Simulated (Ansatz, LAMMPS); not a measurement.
# Settings and their price: aqueous Sr2+ and triflate, 2.9 mol of salt per kg of water at 280 K (74 atoms)

Density of this cell: 1.53 g/cm³. The cell holds 74 atoms: 25 O, 2 S, 2 C, 6 F, 38 H and 1 Sr. Its edges and angles: a = 9.255 Å, b = 9.255 Å, c = 9.255 Å, α = 90.0°, β = 90.0°, γ = 90.0°. 19 H2O, 1 Sr2+, 2 triflate placed at random, at 1.52 g/cm³; overlaps pushed apart, then 10 ps at 420 K with divalent ions of Li, Roberts, Chakravorty and Merz (J. Chem. Theory Comput. 9, 2733 (2013)); MMFF94 bonds, angles, torsions, charges and radii (Halgren, J. Comput. Chem. 17, 490 (1996)) in harmonic and 12-6 forms; SPC/E water (Berendsen, Grigera and Straatsma, J. Phys. Chem. 91, 6269 (1987)). Snapshot after 20 ps at 280 K and fixed volume.

Geometry: as built.

Reference run: Kohn-Sham DFT, PBE+D4, PAW (set soft_2), plane waves (Ansatz 0.2.0), cutoff 750 eV, Γ point, fixed occupations.

```
r.m.s. force component                           : 0.7448 eV/Å
gap (highest filled to lowest empty level) : 4.518 eV
SCF cycles                                       : 9
time                                             : 7.1 s on 8 threads of Intel Xeon Platinum 8175M at 2.50GHz (Skylake/Cascade Lake), shared host
```

Q: Estimate how much each variant changes the results, and its time and memory.
- support functions medium
- support functions low
- support functions high
- support functions medium, radius 3.35 Å
- support functions medium, radius 3.62 Å
- support functions medium, radius 3.87 Å
- support functions medium, radius 4.14 Å
- support functions medium, radius 4.66 Å
- support functions medium, radius 5.18 Å

Differences are against the run with plane waves at 750 eV (Kohn-Sham DFT, PBE+D4, PAW (set soft_2), plane waves), whose r.m.s. force component is 0.745 eV/Å. Energies are set beside the reference only for runs with its functional, potentials and electron count. Times are for 8 threads of Intel Xeon Platinum 8175M at 2.50GHz (Skylake/Cascade Lake), shared host.

```tsv
run	Δ force, r.m.s. (meV/Å)	share of r.m.s. force (%)	Δ energy (meV/atom)	Δ gap (eV)	cycles	time	host memory (GiB)
reference	-	-	-	-	9	7.1 s	1.8
support functions medium	1.76	0.236	-0.885	1.0e-4	15	51 s	2.5
support functions low	1.88	0.252	-0.884	5.0e-4	13	43 s	2.3
support functions high	1.71	0.230	-0.973	2.0e-4	20	4.5 min	8.5
support functions medium, radius 3.35 Å	1.78	0.239	-0.885	2.0e-4	15	49 s	2.4
support functions medium, radius 3.62 Å	1.74	0.234	-0.885	2.0e-4	15	51 s	2.6
support functions medium, radius 3.87 Å	1.72	0.231	-0.885	2.0e-4	15	62 s	2.9
support functions medium, radius 4.14 Å	1.74	0.233	-0.885	2.0e-4	15	71 s	3.2
support functions medium, radius 4.66 Å	1.75	0.234	-0.885	2.0e-4	16	1.7 min	4.1
support functions medium, radius 5.18 Å	1.77	0.237	-0.885	-1.0e-4	16	2.7 min	5.2
```

Among numerical settings the force difference runs from 1.7 meV/Å (support functions high) to 1.9 meV/Å (support functions low). At 74 atoms the fastest of the runs at a preset level, support functions low, takes 6.0 times the time of plane waves, in 13 SCF cycles against 9. Differences between support functions and plane waves include what basis error the plane-wave run still has. As the radius goes from 3.35 to 5.18 Å, the force difference goes from 1.8 to 1.8 meV/Å, and the time from 49 s to 2.7 min. 

[Logs are printed without paths, hosts, clocks, repeated set-up lines and the standing remarks that a program may print on its own settings, such as how far it seeks lower states.]

[Hosts, paths, dates, database ids (printed as entryN), source tags and the programs' standing remarks are cut or masked in the printed files.]

[The MMFF94 radii named for the starting cell were scaled by 0.96; in molecules described by MMFF94, hydrogen bound to N, O or S took a small fixed 12-6 site in their place.]
